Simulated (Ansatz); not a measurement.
# BP (F-43m): zone-centre modes under pressure

Aim: how do the optical modes of BP (F-43m) move with volume?

Program: Ansatz 0.2.0. Level of theory: DFT PBE, scalar-relativistic, plane waves, PAW; PAW set soft_1. Results are calculated unless marked as measured.

**1. Set-up**

It takes space group F-43m (No. 216, cubic). The conventional cell has a = 4.538 Å, b = 4.538 Å, c = 4.538 Å, α = 90.00°, β = 90.00°, γ = 90.00°. Nearest to B lie 4 P at 1.97 Å. Nearest to P lie 4 B at 1.97 Å. Farther neighbours are not listed.

**2. Relaxation**

Harmonic phonons are second derivatives at a point where the forces vanish, and they are wanted at zero stress, so atoms and cell are relaxed first.

The input, input.yaml:

```yaml
crystal:
  lattice:
    - [0.0, 2.269, 2.269]
    - [2.269, 0.0, 2.269]
    - [2.269, 2.269, 0.0]
  atoms:
    - { symbol: B, position: [0.0, 0.0, 0.0] }
    - { symbol: P, position: [0.75, 0.75, 0.75] }
kpoints:
  mp_grid: { grid: [10, 10, 10] }
hamiltonian:
  xc: pbe
  pseudopotentials: { kind: paw, azcp: { folder: soft_1 } }
scf:
  occupations: { method: gaussian, width: 0.02 }
output:
  forces: true
  stress: true
  eigenvalues: true
  write_density: true
  write_potential: true
  elf: true
  volumetric_format: npy
relax:
  adjacent_minimum: "off"
  f_tol: 0.005
  max_steps: 80
  cell: { stress_tol: 0.05 }
```

Started as:

```console
> ansatz run input.yaml --threads 4 --pin off --max-ram 10240MiB --backend cpu --events-out ev --progress --plain --runs-dir out
```

Numbers of over 12 decimals in the logs are rounded to 6 here.

The log of the run:

```text
Engine: ansatz 0.2.0, x86_64-unknown-linux-gnu
Pseudopotentials: kind: paw
Pseudopotential: B, paw, valence charge 3, recommended cutoff 420 eV (normal), soft_1/B.paw.azcp
Pseudopotential: P, paw, valence charge 5, recommended cutoff 420 eV (normal), soft_1/P.paw.azcp
Functional definition: PBE
  parameter kappa = 0.804
  parameter beta = 0.066725
  exchange = pbe_x(kappa = kappa, mu = beta*pi^2/3)
  correlation = pbe_c(beta = beta)
Crystal: 2 atoms, lattice volume = 23.363 Å³
Basis set: ecut = 420 eV, 459 PW (Γ), exchange–correlation on 48×48×48 points (8 copies of the dense FFT grid, shifted against one another)
Bands: 8, of which v1, the nominal top of the filled ones, is band 4 counted from 1 (3 counted from 0)
Symmetry: 24 space group operations
Space group: F-43m (ITA 216), of the structure as read, at distance tolerance 2.9e-5 Å
k-points: 47 of 1000 (time reversal used)
Non-local potential: B, projectors of the file, l = 0: 2, l = 1: 2, l = 2: 1
Non-local potential: P, projectors of the file, l = 0: 2, l = 1: 2, l = 2: 1
PAW form: soft (Blöchl's): semilocal exchange-correlation on the pseudo side does not see the compensation charge
PAW one-centre angular grid: B, 110 points (default); XC on 64 Gauss nodes
PAW one-centre angular grid: P, 110 points (default); XC on 64 Gauss nodes
Initial density: superposition of atomic densities (chi_scale 0.1, normalization cell, long waves kept (reshape's long-wave potential 0.00 eV rms))
Initial wavefunctions: pseudopotential atomic-orbital guess
Functional: x = pbe(κ = 0.804, μ = 0.219515), c = pbe(β = 0.066725)
SCF iter   1: F=—  HF=-913.156533 eV  |F-HF|=—  |Δ(HF+E_count)|=         —  Δρ=9.14e-2  dr2=2.19e0  ethr=3.10e-3  ⟨swp⟩=6.3  Hψ=3554  notcnv=0
preconditioner: auto → none  [insulator: Δε(μ)=1.935 eV  Ē_g=12.929 eV  σ=0.020 eV  W_gap=1.00  n_scr=0 (ndim 8)  ℏωp=21.7 eV  f_vac=0.000  D(μ)=0.00/eV (n_scr^D=0)  ε∞_Penn≈3.8]
SCF iter   2: F=—  HF=-912.488721 eV  |F-HF|=—  |Δ(HF+E_count)|=   6.68e-1  Δρ=3.03e-2  dr2=1.62e-1  ethr=3.10e-3  ⟨swp⟩=3.0  Hψ=1172  notcnv=0
SCF iter   3: F=—  HF=-912.450750 eV  |F-HF|=—  |Δ(HF+E_count)|=   3.80e-2  Δρ=1.22e-2  dr2=2.22e-2  ethr=2.02e-3  ⟨swp⟩=3.0  Hψ=738  notcnv=0
SCF iter   4: F=—  HF=-912.447428 eV  |F-HF|=—  |Δ(HF+E_count)|=   3.32e-3  Δρ=1.42e-3  dr2=2.27e-4  ethr=2.77e-4  ⟨swp⟩=2.6  Hψ=669  notcnv=0
SCF iter   5: F=—  HF=-912.447501 eV  |F-HF|=—  |Δ(HF+E_count)|=   7.24e-5  Δρ=1.19e-4  dr2=1.85e-6  ethr=2.84e-6  ⟨swp⟩=2.5  Hψ=625  notcnv=0
SCF iter   6: F=—  HF=-912.447502 eV  |F-HF|=—  |Δ(HF+E_count)|=   1.02e-6  Δρ=1.17e-5  dr2=3.90e-8  ethr=1.25e-9  ⟨swp⟩=11.4  Hψ=3031  notcnv=0
SCF iter   7: F=-912.447502 eV  HF=-912.447502 eV  |F-HF|=8.46e-11  |Δ(HF+E_count)|=   6.23e-9  Δρ=1.17e-6  dr2=2.85e-10  ethr=4.88e-10  ⟨swp⟩=5.7  Hψ=1942  notcnv=0
SCF 1 converged in 7 iterations: F = -912.447502 eV  dr2 = 2.85e-10
  greatest PAW one-centre occupation: 0.766 electrons in one spin orbital (limit 2), on the P atom at site 1 (counted from 0), in its partial waves of l = 0
relax step   1: F+E_penalty+E_count = -912.44750164 eV  Δ(F+E_penalty+E_count) = +0.000e0 eV  max|allowed force component| = 3.423e-16 eV/Å  Δτ_max = 0.0000 Å  P = +1.117 GPa  Ω = 23.363 Å³  (7 SCF iters, dr2 threshold 1.00e-7 eV, accepted)
Crystal: 2 atoms, lattice volume = 23.451 Å³
Initial density: handed on by an earlier stage of this run
Initial wavefunctions: those handed on with the density
iter 1 solved again at ethr=1.72e-6 eV; its pass at ethr=3.10e-3 eV (dr2=1.37e-4 eV) is discarded
SCF iter   1: F=—  HF=-912.447947 eV  |F-HF|=—  |Δ(HF+E_count)|=         —  Δρ=6.58e-4  dr2=1.38e-4  ethr=1.72e-6  ⟨swp⟩=1.6  Hψ=3519  notcnv=0
preconditioner: auto → none  [insulator: Δε(μ)=1.244 eV  Ē_g=12.771 eV  σ=0.020 eV  W_gap=1.00  n_scr=0 (ndim 8)  ℏωp=21.7 eV  f_vac=0.000  D(μ)=0.00/eV (n_scr^D=0)  ε∞_Penn≈3.9]
SCF iter   2: F=—  HF=-912.447904 eV  |F-HF|=—  |Δ(HF+E_count)|=   4.35e-5  Δρ=1.55e-4  dr2=6.78e-6  ethr=1.72e-6  ⟨swp⟩=2.2  Hψ=548  notcnv=0
SCF iter   3: F=—  HF=-912.447902 eV  |F-HF|=—  |Δ(HF+E_count)|=   1.70e-6  Δρ=5.45e-5  dr2=8.24e-7  ethr=8.48e-8  ⟨swp⟩=2.0  Hψ=565  notcnv=0
SCF iter   4: F=-912.447902 eV  HF=-912.447902 eV  |F-HF|=1.05e-8  |Δ(HF+E_count)|=   6.10e-8  Δρ=8.84e-6  dr2=1.05e-8  ethr=2.50e-9  ⟨swp⟩=10.7  Hψ=2810  notcnv=0
SCF 2 converged in 4 iterations: F = -912.447902 eV  dr2 = 1.05e-8
  greatest PAW one-centre occupation: 0.765 electrons in one spin orbital (limit 2), on the P atom at site 1 (counted from 0), in its partial waves of l = 0
relax step   2: F+E_penalty+E_count = -912.44790214 eV  Δ(F+E_penalty+E_count) = -4.005e-4 eV  max|allowed force component| = 8.789e-17 eV/Å  Δτ_max = 0.0000 Å  P = +0.497 GPa  Ω = 23.451 Å³  energy of the carried Pulay correction = -3.994e-5 eV  (4 SCF iters, dr2 threshold 2.00e-7 eV, accepted)
Crystal: 2 atoms, lattice volume = 23.521 Å³
iter 1 solved again at ethr=1.11e-6 eV; its pass at ethr=3.10e-3 eV (dr2=8.88e-5 eV) is discarded
SCF iter   1: F=—  HF=-912.448010 eV  |F-HF|=—  |Δ(HF+E_count)|=         —  Δρ=5.27e-4  dr2=8.88e-5  ethr=1.11e-6  ⟨swp⟩=1.6  Hψ=3497  notcnv=0
preconditioner: auto → none  [insulator: Δε(μ)=1.249 eV  Ē_g=12.749 eV  σ=0.020 eV  W_gap=1.00  n_scr=0 (ndim 8)  ℏωp=21.7 eV  f_vac=0.000  D(μ)=0.00/eV (n_scr^D=0)  ε∞_Penn≈3.9]
SCF iter   2: F=—  HF=-912.447982 eV  |F-HF|=—  |Δ(HF+E_count)|=   2.82e-5  Δρ=1.25e-4  dr2=4.47e-6  ethr=1.11e-6  ⟨swp⟩=2.2  Hψ=546  notcnv=0
SCF iter   3: F=—  HF=-912.447981 eV  |F-HF|=—  |Δ(HF+E_count)|=   1.02e-6  Δρ=4.47e-5  dr2=5.54e-7  ethr=5.59e-8  ⟨swp⟩=2.0  Hψ=565  notcnv=0
SCF iter   4: F=-912.447980 eV  HF=-912.447980 eV  |F-HF|=8.42e-9  |Δ(HF+E_count)|=   1.18e-8  Δρ=7.57e-6  dr2=7.73e-9  ethr=2.50e-9  ⟨swp⟩=10.3  Hψ=2793  notcnv=0
SCF 3 converged in 4 iterations: F = -912.447980 eV  dr2 = 7.73e-9
relax step   3: F+E_penalty+E_count = -912.44798050 eV  Δ(F+E_penalty+E_count) = -7.836e-5 eV  max|allowed force component| = 1.064e-16 eV/Å  Δτ_max = 0.0000 Å  P = +0.005 GPa  Ω = 23.521 Å³  energy of the carried Pulay correction = -7.203e-5 eV  (4 SCF iters, dr2 threshold 2.00e-7 eV, accepted)
Initial wavefunctions: pseudopotential atomic-orbital guess (no wavefunctions were taken with the density)
iter 1 solved again at ethr=2.30e-6 eV; its pass at ethr=3.10e-3 eV (dr2=1.84e-4 eV) is discarded
SCF iter   1: F=—  HF=-912.448051 eV  |F-HF|=—  |Δ(HF+E_count)|=         —  Δρ=1.33e-5  dr2=1.28e-8  ethr=2.30e-6  ⟨swp⟩=2.6  Hψ=4641  notcnv=0
eigensolver tolerance schedule: the retry pair's looser diagonalisation over-reported the residual by 14396.13 of it (diagonalisation noise at an unbounded share of the residual, at the tolerance the schedule requests for it); recorded, not acted on — ethr = c·dr2/N_el stays at c = 1.0e-1
preconditioner: auto → none  [insulator: Δε(μ)=1.252 eV  Ē_g=12.749 eV  σ=0.020 eV  W_gap=1.00  n_scr=0 (ndim 8)  ℏωp=21.7 eV  f_vac=0.000  D(μ)=0.00/eV (n_scr^D=0)  ε∞_Penn≈3.9]
SCF iter   2: F=—  HF=-912.448049 eV  |F-HF|=—  |Δ(HF+E_count)|=   1.41e-6  Δρ=6.97e-6  dr2=3.87e-9  ethr=1.60e-10  ⟨swp⟩=3.6  Hψ=757  notcnv=0
SCF iter   3: F=—  HF=-912.448049 eV  |F-HF|=—  |Δ(HF+E_count)|=   7.34e-9  Δρ=2.32e-6  dr2=8.01e-10  ethr=4.84e-11  ⟨swp⟩=2.4  Hψ=552  notcnv=0
SCF iter   4: F=—  HF=-912.448049 eV  |F-HF|=—  |Δ(HF+E_count)|=  6.10e-10  Δρ=3.21e-7  dr2=2.49e-11  ethr=1.00e-11  ⟨swp⟩=2.8  Hψ=585  notcnv=0
SCF iter   5: F=-912.448049 eV  HF=-912.448049 eV  |F-HF|=7.96e-13  |Δ(HF+E_count)|=  3.98e-12  Δρ=7.57e-8  dr2=4.55e-13  ethr=1.00e-12  ⟨swp⟩=6.7  Hψ=1921  notcnv=0
SCF 4 converged in 5 iterations: F = -912.448049 eV  dr2 = 4.55e-13
relax step   4: F+E_penalty+E_count = -912.44804938 eV  Δ(F+E_penalty+E_count) = -6.888e-5 eV  max|allowed force component| = 9.714e-17 eV/Å  Δτ_max = 0.0000 Å  P = +0.010 GPa  Ω = 23.521 Å³  stress off target by 1.01e-2 GPa  SCF on the basis re-selected at this cell (its energy is not comparable with the rows above)  (5 SCF iters)
basis re-selected at this cell: Δ(F+E_penalty+E_count) = -6.888e-5 eV, ΔP = +0.005 GPa vs the last step (what re-selecting the basis moved, of the pressure what is left beyond the Pulay correction that the steps carried, after the strain that the cell walked since its last selection, with what the two solves' SCF thresholds leave and, on support functions, any second-order correction that the steps lacked; it is no m [...]
SCF converged after 5 iterations
Free energy (F): -912.448049 eV
Harris-Foulkes:  -912.448049 eV  (|F-HF|=7.96e-13)
Internal energy: -912.448049 eV  (E = F + TS)
E sigma→0 (E₀):  -912.448049 eV
Fermi energy:    9.778109 eV
--- Per-component energies (eV) ---
  E_band       = 21.495965
  E_kinetic    = 120.319794
  E_local      = -62.056234  (includes V_loc(G=0)·N_el)
  E_nonlocal   = 39.860286
  E_hartree    = 17.239797
  E_xc         = -106.710858
  E_vxc        = -100.939552  (∫ρ·V_xc dr)
  E_paw        = -636.250262  (= ΣΔE_a)
  E_vpaw       = -10.167932  (= ΣTr[D̂ρ^β])
  E_aug_tail   = 0.000006  (compensation charges beyond the density's cutoff)
  E_ewald      = -284.850579
  E_smearing   = -0.000000  (= −TS)
  E_closure    = 0.000000  (closes the sum)
  Σ components = -912.448049   (vs F -912.448049, Δ=0.00e0)
--- Forces (eV/Å), atoms counted from 1 ---
  atom   1  B     -0.00000000     0.00000000     0.00000000
  atom   2  P      0.00000000     0.00000000     0.00000000
  max |Σ_I F_I| component: 1.27e-16 eV/Å
--- Stress (GPa, compression-positive) ---
        0.010052      -0.000000      -0.000000
       -0.000000       0.010052       0.000000
       -0.000000       0.000000       0.010052
  P = ⅓ Tr σ = 0.0101 GPa (0.101 kbar)
--- Band table (eV; the first three rows and the last of 47) ---
  k-point 0: bands = ["-6.2442", "9.1520", "9.1520", "9.1520", "12.5464", "12.5464", "12.5464", "16.4194"]
  k-point 1: bands = ["-6.0651", "7.8569", "8.8597", "8.8597", "12.9505", "12.9505", "12.9725", "16.9478"]
  k-point 2: bands = ["-5.5347", "5.5265", "8.3041", "8.3041", "13.1548", "13.6649", "13.6649", "18.1401"]
  k-point 46: bands = ["-1.1861", "1.0575", "3.6631", "3.8334", "13.7537", "14.5434", "17.3400", "17.7830"]
--- Relaxed structure (3 steps of the walk, 3 accepted, 1 SCFs on fresh bases) ---
  F+E_penalty+E_count = -912.44804938 eV   max|allowed force component| = 9.714e-17 eV/Å   (the final SCF, on the basis selected at the relaxed cell)
  cell:  # Å, volume = 23.5213 Å³
    - [0, 2.274105, 2.274105]
    - [2.274105, 0, 2.274105]
    - [2.274105, 2.274105, 0]
  atoms:
    - { symbol: B, position: [0, 0, 0] }
    - { symbol: P, position: [0.75, 0.75, 0.75] }
```

Wall time 1.5 s (4 threads of AMD EPYC 7B13 (Zen 3), shared host); peak memory 0.35 GiB; 4.8 s of CPU time.

Step by step:

```
step  energy less that of the first step (eV)  largest force component (eV/Å)  pressure (GPa)  volume (Å³)
   1                                   0.0000                          0.0000            1.12        23.36
   2                                  -0.0004                          0.0000            0.50        23.45
   3                                  -0.0005                          0.0000            0.01        23.52
  4*                                  -0.0005                          0.0000            0.01        23.52
```

Relaxation steps marked * repeat the geometry before them on a plane-wave basis chosen anew for their cell, so energy and pressure can jump there.

The run keeps the 24 symmetry operations that it works with, so distortions that break them were not tested.

```
conventional cell, symmetrised  before  after  change
                         a (Å)   4.538  4.548  +0.2 %
                         b (Å)   4.538  4.548  +0.2 %
                         c (Å)   4.538  4.548  +0.2 %
              volume (Å³/atom)   11.68  11.76  +0.7 %
```

The relaxed structure:

```xyz
2
Lattice="0.0000 2.2741 2.2741 2.2741 0.0000 2.2741 2.2741 2.2741 0.0000" Properties=species:S:1:pos:R:3 pbc="T T T"
B     0.0000    0.0000    0.0000
P     3.4112    3.4112    3.4112
```

This step gave:

```
pressure          : 0.01005 GPa
gap on the k-mesh : 1.252 eV
volume per atom   : 11.76 Å³
```

ELF in the ac plane of a cell with a along [110], b along [-110] and c along [001] of the cube at fractional y = 0.000, with atoms of B and P within 0.2 Å of it. It is the smooth field of the valence electrons, not physical close to the nuclei.

Ten even steps from '0' (0.02) to '9' (0.93), each cell a mean:
```
135423442135423442
543100245543100245
541000134541000134
210000012210000012
000010000000010000
001343200001343200
013676520013676520
135433542135433542
467200575467200575
689613897689613897
489967996489967996
048867871048867871
```
Columns run along a (6.4 Å), rows up along c (4.5 Å), edges of the conventional cell, whose origin can differ from the input's. Atoms in or near the plane, at fractional coordinates: B at (0.50, 0.00), B at (0.00, 0.00), P at (0.75, 0.25), P at (0.25, 0.25).

Valence density in the ac plane of a cell with a along [110], b along [-110] and c along [001] of the cube at fractional y = 0.000, with atoms of B and P within 0.2 Å of it. It is the smooth field of the valence electrons, not physical close to the nuclei.

Ten even steps from '0' (0.04 e/Å³) to '9' (0.85 e/Å³), each cell a mean:
```
664211357664211357
642000135642000135
321000013321000013
100000001100000001
000000000000000000
000122100000122100
002465310002465310
014666521014666521
236513652236513652
569835985569835985
799978998799978998
587545687587545687
```
Columns run along a (6.4 Å), rows up along c (4.5 Å), edges of the conventional cell, whose origin can differ from the input's. Atoms in or near the plane, at fractional coordinates: B at (0.50, 0.00), B at (0.00, 0.00), P at (0.75, 0.25), P at (0.25, 0.25).

Electrostatic potential energy in the ac plane of a cell with a along [110], b along [-110] and c along [001] of the cube at fractional y = 0.000, with atoms of B and P within 0.2 Å of it. With pseudopotentials it is smooth inside the atoms' cores, unlike the true potential.

Values in eV, 7 rows by 16 columns, each cell a mean:
```
-23  -8   8  11  11  10   1 -19 -23  -8   8  11  11  10   1 -19
  8  10  11  12  12  12  10   9   8  10  11  12  12  12  10   9
 11  11  12  12  12  12  12  11  11  11  12  12  12  12  12  11
 11  11   8   4   3   6  10  11  11  11   8   4   3   6  10  11
 11   6 -12 -33 -36 -23   1  10  11   6 -12 -33 -36 -23   1  10
  3   3 -17 -38 -39 -29  -2   4   3   3 -17 -38 -39 -29  -2   4
-30 -14   2  -4  -6   1  -4 -26 -30 -14   2  -4  -6   1  -4 -26
```
Columns run along a (6.4 Å; values clipped at the 3rd and 97th percentile), rows up along c (4.5 Å), edges of the conventional cell, whose origin can differ from the input's. Atoms in or near the plane, at fractional coordinates: B at (0.50, 0.00), B at (0.00, 0.00), P at (0.75, 0.25), P at (0.25, 0.25).

In this step the volume went from 11.68 to 11.76 Å³/atom.

**3. Tight relaxation**

Phonons need small forces and stress, so the relaxation is finished with tight tolerances on 12×12×12 k points.

The input, input.yaml:

```yaml
crystal:
  lattice:
    - [0.0, 2.2741054519, 2.2741054519]
    - [2.2741054519, 0.0, 2.2741054519]
    - [2.2741054519, 2.2741054519, 0.0]
  atoms:
    - { symbol: B, position: [0.0, 0.0, 0.0] }
    - { symbol: P, position: [0.75, 0.75, 0.75] }
kpoints:
  mp_grid: { grid: [12, 12, 12] }
hamiltonian:
  xc: pbe
  pseudopotentials: { kind: paw, azcp: { folder: soft_1 } }
scf:
  occupations: { method: fixed }
output:
  forces: true
  stress: true
  eigenvalues: true
relax:
  adjacent_minimum: "off"
  f_tol: 0.001
  max_steps: 60
  cell: { stress_tol: 0.01 }
```

The log of the run:

```text
[...]
Crystal: 2 atoms, lattice volume = 23.521 Å³
Basis set: ecut = 420 eV, 459 PW (Γ), exchange–correlation on 48×48×48 points (8 copies of the dense FFT grid, shifted against one another)
Bands: 8, of which v1, the nominal top of the filled ones, is band 4 counted from 1 (3 counted from 0)
Symmetry: 24 space group operations
[...]
k-points: 72 of 1728 (time reversal used)
[...]
P = ⅓ Tr σ = 0.0080 GPa (0.080 kbar)
--- Band table (eV; the first three rows and the last of 72) ---
[...]
--- Relaxed structure (1 steps of the walk, 1 accepted, 1 SCFs on fresh bases) ---
[...]
cell:  # Å, volume = 23.5213 Å³
    - [0.0, 2.2741054519, 2.2741054519]
    - [2.2741054519, 0.0, 2.2741054519]
    - [2.2741054519, 2.2741054519, 0.0]
  atoms:
    - { symbol: B, position: [0.0, 0.0, 0.0] }
    - { symbol: P, position: [0.75, 0.75, 0.75] }
[key lines of the parts left out:]
SCF converged after 5 iterations
Free energy (F): -912.448315 eV
Fermi energy:    9.151896 eV
```

It took 1.1 s on 4 threads; peak memory 0.36 GiB; 3.5 s of CPU time.

Little changed from the start: no atom moved by 0.005 Å and no cell edge by 0.1 %.

Numbers from this step:

- pressure: 0.007952 GPa
- gap on the k-mesh: 1.249 eV

The forces vanish by symmetry and the pressure is 0.008 GPa, within the tolerances set. The cell now holds 11.76 Å³/atom.

[end of part 1 of 3]

[Logs are printed without paths, hosts, clocks, repeated set-up lines and the standing remarks that a program may print on its own settings, such as how far it seeks lower states.]

[Hosts, paths, dates, database ids (printed as entryN), source tags and the programs' standing remarks are cut or masked in the printed files.]
